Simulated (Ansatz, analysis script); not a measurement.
# Magnetovolume effects in AlNi3

How do the moments of AlNi3 answer to compression and expansion?

Main program and level: Ansatz 0.2.0; PBE, PAW set soft_1.

### Step 1. Starting point

It takes space group Pm-3m (No. 221, cubic). The conventional cell has a = 3.523 Å, b = 3.523 Å, c = 3.523 Å, α = 90.00°, β = 90.00°, γ = 90.00°. Nearest to Al lie 12 Ni at 2.49 Å. Nearest to Ni lie 4 Al at 2.49 Å and 8 Ni at 2.49 Å. Farther neighbours are not listed.

The cell comes from the Materials Project, a database of computed structures, and the real compound, where it exists, may take another one.

The cell of this run holds 4 atoms, 3 of them with a starting moment; values «a cell» refer to the cell of the run in question.

### Step 2. The collinear state

First a free collinear run, to see which state the typed moments lead to.

File input.yaml:

```yaml
crystal:
  lattice:
    - [3.5230547267, 0.0, 0.0]
    - [0.0, 3.5230547267, 0.0]
    - [0.0, 0.0, 3.5230547267]
  atoms:
    - { symbol: Al, position: [0.0, 0.0, 0.0] }
    - { symbol: Ni, position: [0.0, 0.5, 0.5], spin: 1.0 }
    - { symbol: Ni, position: [0.5, 0.0, 0.5], spin: 1.0 }
    - { symbol: Ni, position: [0.5, 0.5, 0.0], spin: 1.0 }
magnetization:
  spin_polarized: true
kpoints:
  mp_grid: { grid: [9, 9, 9] }
hamiltonian:
  xc: pbe
  pseudopotentials: { kind: paw, azcp: { folder: soft_1 } }
scf:
  occupations: { method: fermi_dirac, width: 0.05 }
  max_iter: 120
  convergence: { dr2_threshold: 1.0e-08 }
  lower_state_search: "off"
output:
  write_density: true
  write_potential: true
  elf: true
  volumetric_format: npy
```

On the command line:

```sh
$ ansatz run input.yaml --threads 2 --pin off --max-ram 5120MiB --backend cpu --events-out ev --progress --plain --runs-dir out
```

Numbers of over 12 decimals in the logs are rounded to 6 here.

The log of the run:

```text
Engine: ansatz 0.2.0, x86_64-unknown-linux-gnu
Pseudopotentials: kind: paw
Pseudopotential: Al, paw, valence charge 3, recommended cutoff 420 eV (normal), soft_1/Al.paw.azcp
Pseudopotential: Ni, paw, valence charge 18, recommended cutoff 420 eV (normal), soft_1/Ni.paw.azcp
Functional definition: PBE
  parameter kappa = 0.804
  parameter beta = 0.066725
  exchange = pbe_x(kappa = kappa, mu = beta*pi^2/3)
  correlation = pbe_c(beta = beta)
Crystal: 4 atoms, lattice volume = 43.728 Å³
Basis set: ecut = 420 eV, 847 PW (Γ)
Bands: 36, of which v1, the nominal top of the filled ones, is band 29 counted from 1 (28 counted from 0)
Symmetry: 48 space group operations
Space group: Pm-3m (ITA 221), of the structure as read, at distance tolerance 3.5e-5 Å
Magnetic group: BNS 221.92 (UNI 1594), of the structure as read, at distance tolerance 3.5e-5 Å
k-points: 35 of 729
Non-local potential: Al, projectors of the file, l = 0: 2, l = 1: 2, l = 2: 1
Non-local potential: Ni, projectors of the file, l = 0: 3, l = 1: 2, l = 2: 3, l = 3: 1
PAW form: soft (Blöchl's): semilocal exchange-correlation on the pseudo side does not see the compensation charge
PAW one-centre angular grid: Al, 110 points (default); XC on 64 Gauss nodes
PAW one-centre angular grid: Ni, 590 points (default); XC on 64 Gauss nodes
Initial density: superposition of atomic densities (chi_scale 0.1, normalization cell)
Starting moments: Σ|m| = 3 μB on 3 of 4 sites
Initial wavefunctions: pseudopotential atomic-orbital guess
Functional: x = pbe(κ = 0.804, μ = 0.219515), c = pbe(β = 0.066725)
iter 1 solved again at ethr=2.45e-3 eV; its pass at ethr=3.10e-3 eV (dr2=1.40e0 eV) is discarded
SCF iter   1: F=—  HF=-18058.542778 eV  |F-HF|=—  |Δ(HF+E_count)|=         —  Δρ=9.24e-2 (↑4.87e-2 ↓9.24e-2)  dr2=1.39e0  dr2_m=1.89e0  M=0.974 μB ∫|m|=1.248 μB  β_m=0.30  ethr=2.45e-3  ⟨swp⟩=1.2  Hψ=12185  notcnv=0
preconditioner: auto → Kerker (q_TF=auto, 2.852 Å⁻¹)  [metal: Δε(μ)=0.013 eV  Ē_g=8.734 eV  σ=0.050 eV  W_gap=0.07  n_scr=18 (ndim 8)  ℏωp=32.3 eV  f_vac=0.000  D(μ)=3.14/eV (n_scr^D=32)]
spin=Collinear: Kerker preconditioning applied to the charge; magnetization (m = ρ↑ − ρ↓) channel mixes plain (no charge-response kernel on spin).
SCF iter   2: F=—  HF=-18058.472193 eV  |F-HF|=—  |Δ(HF+E_count)|=   7.06e-2  Δρ=5.23e-2 (↑5.23e-2 ↓4.82e-2)  dr2=3.91e-1  dr2_m=9.40e-1  M=0.981 μB ∫|m|=1.248 μB  β_m=0.30  ethr=2.44e-3  ⟨swp⟩=2.7  Hψ=3659  notcnv=0
SCF iter   3: F=—  HF=-18058.442467 eV  |F-HF|=—  |Δ(HF+E_count)|=   2.97e-2  Δρ=4.10e-2 (↑3.62e-2 ↓4.10e-2)  dr2=2.90e-1  dr2_m=5.62e-1  M=0.916 μB ∫|m|=1.179 μB  β_m=0.30  ethr=6.85e-4  ⟨swp⟩=2.0  Hψ=3365  notcnv=0  defer=85
SCF iter   4: F=—  HF=-18058.350028 eV  |F-HF|=—  |Δ(HF+E_count)|=   9.24e-2  Δρ=3.04e-2 (↑3.04e-2 ↓2.36e-2)  dr2=1.90e-2  dr2_m=2.86e-1  M=0.912 μB ∫|m|=1.170 μB  β_m=0.30  ethr=5.10e-4  ⟨swp⟩=2.9  Hψ=4202  notcnv=0  defer=102
SCF iter   5: F=—  HF=-18058.360518 eV  |F-HF|=—  |Δ(HF+E_count)|=   1.05e-2  Δρ=2.24e-2 (↑2.24e-2 ↓1.99e-2)  dr2=4.93e-3  dr2_m=1.77e-1  M=0.871 μB ∫|m|=1.124 μB  β_m=0.30  ethr=3.34e-5  ⟨swp⟩=2.5  Hψ=4553  notcnv=0  defer=113
SCF iter   6: F=—  HF=-18058.367547 eV  |F-HF|=—  |Δ(HF+E_count)|=   7.03e-3  Δρ=1.74e-2 (↑1.74e-2 ↓1.50e-2)  dr2=2.67e-3  dr2_m=1.05e-1  M=0.848 μB ∫|m|=1.093 μB  β_m=0.30  ethr=8.65e-6  ⟨swp⟩=2.0  Hψ=4810  notcnv=0  defer=113
SCF iter   7: F=—  HF=-18058.373981 eV  |F-HF|=—  |Δ(HF+E_count)|=   6.43e-3  Δρ=1.32e-2 (↑1.32e-2 ↓1.26e-2)  dr2=3.35e-4  dr2_m=6.63e-2  M=0.822 μB ∫|m|=1.061 μB  β_m=0.30  ethr=4.69e-6  ⟨swp⟩=1.6  Hψ=2739  notcnv=0  defer=114
SCF iter   8: F=—  HF=-18058.377673 eV  |F-HF|=—  |Δ(HF+E_count)|=   3.69e-3  Δρ=1.05e-2 (↑1.01e-2 ↓1.05e-2)  dr2=5.91e-5  dr2_m=4.25e-2  M=0.800 μB ∫|m|=1.033 μB  β_m=0.30  ethr=5.88e-7  ⟨swp⟩=2.0  Hψ=4543  notcnv=0  defer=114
Mixer restart at iter 8: flushing history
spin-set hold released at iteration 8 (site moments contracting): the magnetisation degrees of freedom join the quasi-Newton model from the next iteration; the mixer history was flushed
SCF iter   9: F=—  HF=-18058.380290 eV  |F-HF|=—  |Δ(HF+E_count)|=   2.62e-3  Δρ=8.72e-3 (↑7.82e-3 ↓8.72e-3)  dr2=2.20e-4  dr2_m=2.74e-2  M=0.783 μB ∫|m|=1.011 μB  β_m=0.54  ethr=1.04e-7  ⟨swp⟩=2.1  Hψ=4173  notcnv=0  defer=114
SCF iter  10: F=—  HF=-18058.385009 eV  |F-HF|=—  |Δ(HF+E_count)|=   4.72e-3  Δρ=3.26e-3 (↑3.26e-3 ↓3.01e-4)  dr2=2.30e-3  dr2_m=1.10e-3  M=0.730 μB ∫|m|=0.930 μB  β_m=0.47  ethr=1.04e-7  ⟨swp⟩=2.6  Hψ=5161  notcnv=0  defer=114
SCF iter  11: F=—  HF=-18058.384747 eV  |F-HF|=—  |Δ(HF+E_count)|=   2.62e-4  Δρ=6.80e-4 (↑5.71e-4 ↓6.80e-4)  dr2=1.95e-5  dr2_m=1.52e-4  M=0.709 μB ∫|m|=0.904 μB  β_m=0.74  ethr=1.04e-7  ⟨swp⟩=2.5  Hψ=4798  notcnv=0  defer=114
SCF iter  12: F=—  HF=-18058.384883 eV  |F-HF|=—  |Δ(HF+E_count)|=   1.36e-4  Δρ=4.49e-4 (↑4.49e-4 ↓2.12e-4)  dr2=2.52e-5  dr2_m=3.61e-5  M=0.705 μB ∫|m|=0.891 μB  β_m=0.87  ethr=3.43e-8  ⟨swp⟩=2.0  Hψ=3992  notcnv=0  defer=114
SCF iter  13: F=—  HF=-18058.384947 eV  |F-HF|=—  |Δ(HF+E_count)|=   6.40e-5  Δρ=1.78e-4 (↑1.78e-4 ↓1.28e-4)  dr2=2.45e-5  dr2_m=3.98e-7  M=0.699 μB ∫|m|=0.876 μB  β_m=0.84  ethr=3.43e-8  ⟨swp⟩=2.2  Hψ=4254  notcnv=0  defer=114
SCF iter  14: F=—  HF=-18058.384958 eV  |F-HF|=—  |Δ(HF+E_count)|=   1.08e-5  Δρ=7.65e-5 (↑4.58e-5 ↓7.65e-5)  dr2=3.55e-6  dr2_m=1.27e-7  M=0.697 μB ∫|m|=0.874 μB  β_m=0.92  ethr=3.43e-8  ⟨swp⟩=2.0  Hψ=3386  notcnv=0  defer=114
SCF iter  15: F=—  HF=-18058.384932 eV  |F-HF|=—  |Δ(HF+E_count)|=   2.53e-5  Δρ=3.15e-5 (↑9.44e-6 ↓3.15e-5)  dr2=3.87e-7  dr2_m=6.46e-8  M=0.697 μB ∫|m|=0.874 μB  β_m=0.86  ethr=6.23e-9  ⟨swp⟩=1.0  Hψ=2415  notcnv=0  defer=114
iter 16 did not close the SCF: its close was put off for a magnetic moment that had not settled (scf_convergence_deferred on its scf_iter line)
SCF iter  16: F=-18058.384932 eV  HF=-18058.384932 eV  |F-HF|=1.23e-9  |Δ(HF+E_count)|=   4.25e-8  Δρ=3.78e-6 (↑2.80e-6 ↓3.78e-6)  dr2=1.93e-9  dr2_m=4.13e-9  M=0.697 μB ∫|m|=0.873 μB  β_m=0.93  ethr=1.75e-11  ⟨swp⟩=7.5  Hψ=9909  notcnv=0
SCF iter  17: F=-18058.384932 eV  HF=-18058.384932 eV  |F-HF|=7.28e-11  |Δ(HF+E_count)|=   1.16e-9  Δρ=5.26e-7 (↑5.21e-7 ↓5.26e-7)  dr2=1.56e-10  dr2_m=8.62e-11  M=0.697 μB ∫|m|=0.873 μB  ethr=3.39e-12  ⟨swp⟩=1.6  Hψ=6682  notcnv=0
SCF 1 converged in 17 iterations: F = -18058.384932 eV  dr2 = 1.56e-10
  greatest PAW one-centre occupation: 1.000 electrons in one spin orbital (limit 2), on the Ni atom at site 3 (counted from 0), in its partial waves of l = 1
SCF converged after 17 iterations
Magnetization: 0.6970 μB (28.8485 up, 28.1515 down)
Absolute magnetization: 0.8733 μB (∫|ρ↑−ρ↓|, with the PAW one-centre terms)
Spin contamination: 0.0114 ħ² per cell (⟨S²⟩ above its minimum at these occupations)
Per-site moments (μB) at R_I (Å): [(-0.015739, 1.027610), (0.258250, 1.027610), (0.258250, 1.027610), (0.258250, 1.027610)]
Free energy (F): -18058.384932 eV
Harris-Foulkes:  -18058.384932 eV  (|F-HF|=7.28e-11)
Internal energy: -18058.357112 eV  (E = F + TS)
E sigma→0 (E₀):  -18058.371022 eV
Entropy (-TS):   -0.027820 eV (-6.955 meV/atom)
Fermi energy:    16.303464 eV
--- Per-component energies (eV) ---
  E_band       = -911.052525
  E_kinetic    = 1050.930953
  E_local      = -9767.870063  (includes V_loc(G=0)·N_el)
  E_nonlocal   = -344.752551
  E_hartree    = 5211.338986
  E_xc         = -380.003854
  E_vxc        = -471.004998  (∫ρ·V_xc dr)
  E_paw        = -5439.824222  (= ΣΔE_a)
  E_vpaw       = -1801.036674  (= ΣTr[D̂ρ^β])
  E_aug_tail   = 0.003181  (compensation charges beyond the density's cutoff)
  E_ewald      = -8388.179542
  E_smearing   = -0.027820  (= −TS)
  E_closure    = -0.000000  (closes the sum)
  Σ components = -18058.384932   (vs F -18058.384932, Δ=0.00e0)
--- Band table (eV; the first three rows and the last of 70) ---
  k-point 0 ↑: bands = [... 25 lower, 16.2356, 16.2356, 16.2356, 17.1222, 17.1222, 17.1222, 22.9830, 22.9830, ... 3 higher]
  k-point 1 ↑: bands = [... 25 lower, 15.8986, 15.9876, 16.2358, 16.5453, 17.6579, 17.6579, 22.9674, 23.3784, ... 3 higher]
  k-point 2 ↑: bands = [... 25 lower, 15.7103, 15.7297, 15.8382, 16.2361, 18.6423, 18.6423, 22.9223, 23.6393, ... 3 higher]
  k-point 34 ↓: bands = [... 25 lower, 15.4355, 15.4355, 15.9545, 16.4279, 16.5164, 16.5164, 20.1528, 20.7009, ... 3 higher]
```

The job ended after 20 s (2 threads of Intel Xeon at 2.50GHz (Skylake/Cascade Lake), shared host; peak memory 0.36 GiB).

Spin moment in the atom's sphere by atom:

```
atom  spin moment in the atom's sphere (μB)
 Al1                                 -0.016
 Ni2                                  0.258
 Ni3                                  0.258
 Ni4                                  0.258
```

Tables count atoms from 1; parts of the log count from 0.

The run ends ferromagnetic, with a net moment of 0.697 μB a cell. Only this order was typed.

Spin density in the ac plane at fractional y = 0.000, with atoms of Al and Ni within 0.2 Å of it.

Ten even steps from '0' (0.0 e/Å³) to '9' (1.0 e/Å³), each cell a mean:
```
00000000000000
00000000000000
00000000000000
00000000000000
00000000000000
00000024200000
00000159400000
00000035200000
00000001000000
00000000000000
00000000000000
00000000000000
00000000000000
00000000000000
```
Columns run along a (3.5 Å), rows up along c (3.5 Å). Atoms in or near the plane, at fractional coordinates: Al at (0.00, 0.00), Ni at (0.50, 0.50).

Valence density in the ac plane at fractional y = 0.000, with atoms of Al and Ni within 0.2 Å of it. It is the smooth field of the valence electrons, not physical close to the nuclei.

Ten steps, logarithmic in the rise over the least value, from '0' (0 e/Å³) to '9' (56 e/Å³), each cell a mean:
```
00000000000000
00000000000000
00000001000000
00001122210000
00001355431000
00012578742000
00013699852100
00012589752000
00001356531000
00001123211000
00000011100000
00000000000000
00000000000000
00000000000000
```
Columns run along a (3.5 Å), rows up along c (3.5 Å). Atoms in or near the plane, at fractional coordinates: Al at (0.00, 0.00), Ni at (0.50, 0.50).

ELF in the ac plane at fractional y = 0.000, with atoms of Al and Ni within 0.2 Å of it. It is the smooth field of the valence electrons, not physical close to the nuclei.

Ten even steps from '0' (0.04) to '9' (0.96), each cell a mean:
```
00034332334200
00244322234310
22443211123432
44432111112344
33321234321233
33211478631123
22212599841122
33212489731123
33321245421233
44432122112344
23443211123443
00244322234420
00034332334200
40024332334200
```
Columns run along a (3.5 Å), rows up along c (3.5 Å). Atoms in or near the plane, at fractional coordinates: Al at (0.00, 0.00), Ni at (0.50, 0.50).

### Step 3. The same state on a denser mesh

Levels at the Fermi energy are partly filled, so moments and energy differences can hang on the k-mesh, and the state is solved again on a denser one.

input.yaml, the sections that differ from step 2:

```yaml
crystal:
  lattice:
    - [3.5230547267, 0.0, 0.0]
    - [0.0, 3.5230547267, 0.0]
    - [0.0, 0.0, 3.5230547267]
  atoms:
    - { symbol: Al, position: [0.0, 0.0, 0.0] }
    - { symbol: Ni, position: [0.0, 0.5, 0.5], spin: 0.26 }
    - { symbol: Ni, position: [0.5, 0.0, 0.5], spin: 0.26 }
    - { symbol: Ni, position: [0.5, 0.5, 0.0], spin: 0.26 }
kpoints:
  mp_grid: { grid: [11, 11, 11] }
basis:
  ecutwfc: 420.0
checkpoint:
  read: start
  write: ck
  compress: false
  write_wavefunctions: false
  write_every: 100000
# magnetization, hamiltonian, scf: as in step 2
# output: removed
```

The log of the run:

```text
[...]
Absolute magnetization: 0.8819 μB (∫|ρ↑−ρ↓|, with the PAW one-centre terms)
[...]
Per-site moments (μB) at R_I (Å): [(-0.015035, 1.027610), (0.262796, 1.027610), (0.262796, 1.027610), (0.262796, 1.027610)]
Free energy (F): -18058.384044 eV
[...]
Internal energy: -18058.356271 eV  (E = F + TS)
E sigma→0 (E₀):  -18058.370157 eV
Entropy (-TS):   -0.027772 eV (-6.943 meV/atom)
Fermi energy:    16.302377 eV
[...]
[key lines of the parts left out:]
SCF converged after 7 iterations
Magnetization: 0.7137 μB (28.8569 up, 28.1431 down)
```

Wall time 16 s (2 threads); peak memory 0.39 GiB.

Spin moment in the atom's sphere by atom:

```
atom  spin moment in the atom's sphere (μB)
 Al1                                 -0.015
 Ni2                                  0.263
 Ni3                                  0.263
 Ni4                                  0.263
```

The run ends ferromagnetic, with a net moment of 0.714 μB a cell, against 0.697 μB on the first mesh.

The cell's volume is scaled by the factor named; fractional positions stay, and energies count from the lowest run.

### Step 4. Factor 0.82, typed moments

Three starts at each size show whether high-spin, low-spin and non-magnetic states coexist. One mesh, built for the smallest cell, and one cutoff serve all sizes, so that energies can be subtracted.

input.yaml, the sections that differ from step 3:

```yaml
crystal:
  lattice:
    - [3.29754457, 0.0, 0.0]
    - [0.0, 3.29754457, 0.0]
    - [0.0, 0.0, 3.29754457]
  atoms:
    - { symbol: Al, position: [0.0, 0.0, 0.0] }
    - { symbol: Ni, position: [0.0, 0.5, 0.5], spin: 1.0 }
    - { symbol: Ni, position: [0.5, 0.0, 0.5], spin: 1.0 }
    - { symbol: Ni, position: [0.5, 0.5, 0.0], spin: 1.0 }
kpoints:
  mp_grid: { grid: [12, 12, 12] }
output:
  stress: true
# magnetization, hamiltonian, scf, basis: as in step 3
# checkpoint: removed
```

On the command line:

```sh
$ ansatz run input.yaml --threads 1 --pin off --max-ram 2560MiB --backend cpu --events-out ev --progress --plain --runs-dir out
```

The log of the run:

```text
Warning: output.stress: scf.convergence.dr2_threshold = 1e-8 eV is looser than the 4e-10 eV advised for a printed stress (1e-10 eV for each atom of the cell: 4). What an SCF threshold leaves in a stress goes as its square root, and in the free energy as the threshold itself, and one threshold admits the most on a small cell: [figures from the program's tests cut] Set scf.convergence.dr2_threshold to 4e-10 eV or tighter. The threshold is an SCF's pass mark: one that does not reach it within its budget of iterations ends unconverged, or closes short of it on a stop that the run arms, and scf.convergence.dr2_threshold's page says what that costs each kind of run
[...]
Crystal: 4 atoms, lattice volume = 35.857 Å³
Basis set: ecut = 420 eV, 739 PW (Γ)
Bands: 36, of which v1, the nominal top of the filled ones, is band 29 counted from 1 (28 counted from 0)
Symmetry: 48 space group operations
[...]
k-points: 84 of 1728
[...]
Starting moments: Σ|m| = 3 μB on 3 of 4 sites
[...]
SCF iter  19: F=-18056.676593 eV  HF=-18056.676593 eV  |F-HF|=3.97e-10  |Δ(HF+E_count)|=   3.81e-9  Δρ=9.39e-7 (↑9.39e-7 ↓5.61e-7)  dr2=5.18e-10  dr2_m=3.47e-11  M=0.212 μB ∫|m|=0.258 μB  ethr=1.05e-12  ⟨swp⟩=2.4  Hψ=24533  notcnv=0
SCF 1 converged in 19 iterations: F = -18056.676593 eV  dr2 = 5.18e-10
[...]
SCF converged after 19 iterations
Magnetization: 0.2120 μB (28.6060 up, 28.3940 down)
Absolute magnetization: 0.2575 μB (∫|ρ↑−ρ↓|, with the PAW one-centre terms)
[...]
Per-site moments (μB) at R_I (Å): [(-0.00419981, 0.961833), (0.077523, 0.961833), (0.077523, 0.961833), (0.077523, 0.961833)]
Free energy (F): -18056.676593 eV
[...]
Internal energy: -18056.644913 eV  (E = F + TS)
E sigma→0 (E₀):  -18056.660753 eV
Entropy (-TS):   -0.031680 eV (-7.920 meV/atom)
Fermi energy:    20.703445 eV
[...]
--- Stress (GPa, compression-positive) ---
       72.897327       0.000000       0.000000
       -0.000000      72.897327       0.000000
        0.000000       0.000000      72.897327
  P = ⅓ Tr σ = 72.8973 GPa (728.973 kbar)
```

The job ended after 48 s (1 thread; peak memory 0.42 GiB).

It ends weakly spin-polarised, with 0.0775 μB on the largest site.

### Step 5. Factor 0.82, starting moments cut to 30 %

The density is converged from the given moments; the state reached depends on that start.

input.yaml, the sections that differ from step 4:

```yaml
crystal:
  lattice:
    - [3.29754457, 0.0, 0.0]
    - [0.0, 3.29754457, 0.0]
    - [0.0, 0.0, 3.29754457]
  atoms:
    - { symbol: Al, position: [0.0, 0.0, 0.0] }
    - { symbol: Ni, position: [0.0, 0.5, 0.5], spin: 0.3 }
    - { symbol: Ni, position: [0.5, 0.0, 0.5], spin: 0.3 }
    - { symbol: Ni, position: [0.5, 0.5, 0.0], spin: 0.3 }
# magnetization, kpoints, hamiltonian, scf, basis, output: as in step 4
```

The log of the run:

```text
[...]
Crystal: 4 atoms, lattice volume = 35.857 Å³
Basis set: ecut = 420 eV, 739 PW (Γ)
Bands: 35, of which v1, the nominal top of the filled ones, is band 29 counted from 1 (28 counted from 0)
Symmetry: 48 space group operations
[...]
k-points: 84 of 1728
[...]
Internal energy: -18056.644914 eV  (E = F + TS)
E sigma→0 (E₀):  -18056.660754 eV
Entropy (-TS):   -0.031679 eV (-7.920 meV/atom)
Fermi energy:    20.703447 eV
[...]
--- Stress (GPa, compression-positive) ---
       72.897469      -0.000000       0.000000
       -0.000000      72.897469       0.000000
        0.000000       0.000000      72.897469
  P = ⅓ Tr σ = 72.8975 GPa (728.975 kbar)
[key lines of the parts left out:]
SCF converged after 18 iterations
Magnetization: 0.2120 μB (28.6060 up, 28.3940 down)
Free energy (F): -18056.676593 eV
```

The job ended after 42 s (1 thread; peak memory 0.42 GiB).

It ends weakly spin-polarised, with 0.0775 μB on the largest site.

### Step 6. Factor 0.94, starting moments cut to 30 %

The density is converged from the given moments; the state reached depends on that start.

input.yaml: that of step 5 with these lines changed.

```diff
@@ -2,5 +2,5 @@
   lattice:
-    - [3.29754457, 0.0, 0.0]
-    - [0.0, 3.29754457, 0.0]
-    - [0.0, 0.0, 3.29754457]
+    - [3.45113547, 0.0, 0.0]
+    - [0.0, 3.45113547, 0.0]
+    - [0.0, 0.0, 3.45113547]
   atoms:
```

The log of the run:

```text
[...]
Crystal: 4 atoms, lattice volume = 41.104 Å³
Basis set: ecut = 420 eV, 799 PW (Γ)
Bands: 35, of which v1, the nominal top of the filled ones, is band 29 counted from 1 (28 counted from 0)
Symmetry: 48 space group operations
[...]
k-points: 84 of 1728
[...]
Internal energy: -18058.120422 eV  (E = F + TS)
E sigma→0 (E₀):  -18058.134033 eV
Entropy (-TS):   -0.027223 eV (-6.806 meV/atom)
Fermi energy:    17.584213 eV
[...]
--- Stress (GPa, compression-positive) ---
       22.484785       0.000000       0.000000
        0.000000      22.484785       0.000000
        0.000000       0.000000      22.484785
  P = ⅓ Tr σ = 22.4848 GPa (224.848 kbar)
[key lines of the parts left out:]
SCF converged after 22 iterations
Magnetization: 0.6408 μB (28.8204 up, 28.1796 down)
Free energy (F): -18058.147645 eV
```

It took 62 s on 1 thread; peak memory 0.44 GiB.

It ends ferromagnetic, with 0.237 μB on the largest site.

For the largest spin moment in the atom's sphere, step 5 gave 0.0775 μB; this run, with ferromagnetic and scale 0.94, gives 0.237 μB (+205 %).

[end of part 1 of 2]

[Logs and program files are shortened in this print: banners, set-up blocks, solver, clock and traceback lines can be left out without a mark of their own.]

[Logs are printed without paths, hosts, clocks, repeated set-up lines and the standing remarks that a program may print on its own settings, such as how far it seeks lower states.]

[Hosts, paths, dates, database ids (printed as entryN), source tags and the programs' standing remarks are cut or masked in the printed files.]

[Where the input sets lower_state_search to off, the program did not look for lower states, so one may exist.]
